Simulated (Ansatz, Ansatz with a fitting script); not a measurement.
Planning a run of Ansatz 0.2.0 on SnO2 (I4_1/amd). The input:

```yaml
crystal:
  lattice:
    - [-1.9862652599, 1.9862652599, 5.090721606]
    - [1.9862652599, -1.9862652599, 5.090721606]
    - [1.9862652599, 1.9862652599, -5.090721606]
  atoms:
    - { symbol: Sn, position: [0.75, 0.25, 0.5] }
    - { symbol: Sn, position: [0.0, 0.0, 0.0] }
    - { symbol: O, position: [0.7970092134, 0.7970092134, 0.0] }
    - { symbol: O, position: [0.9529907866, 0.4529907866, 0.5] }
    - { symbol: O, position: [0.2029907866, 0.2029907866, 0.0] }
    - { symbol: O, position: [0.5470092134, 0.0470092134, 0.5] }
kpoints:
  mp_grid: { grid: [6, 6, 6] }
hamiltonian:
  xc: hse06
  pseudopotentials: { kind: paw, source: ansatz }
scf:
  occupations: { method: fixed }
  n_extra_bands: 6
  lower_state_search: "off"
  convergence: { dr2_threshold: 1.0e-09 }
output:
  eigenvalues: true
```

```sh
ansatz run input.yaml --threads 8 --pin off --max-ram 18432MiB --backend cpu --events-out ev --progress --plain --runs-dir out
```

How long will it take on 8 threads of Arm Neoverse V2, shared host, and how much memory?

It took 77 s; on shared hardware allow 38 s to 2.6 min. Peak host memory was 14 GiB. The sizes that set the cost: 5185 plane waves a state, 30 irreducible k points and 16 SCF cycles.

Exact exchange couples every pair of k points and filled bands, so it costs far more than a semilocal run.

[Paths, hosts, dates, memory and timing lines, banners, echoed tables and standing remarks are left out of the program output.]

[Logs are printed without paths, hosts, clocks, repeated set-up lines and the standing remarks that a program may print on its own settings, such as how far it seeks lower states.]

[Runs of the session that timed out or met a known fault of the program may be left out.]

[Hosts, paths, dates, database ids (printed as entryN), source tags and the programs' standing remarks are cut or masked in the printed files.]
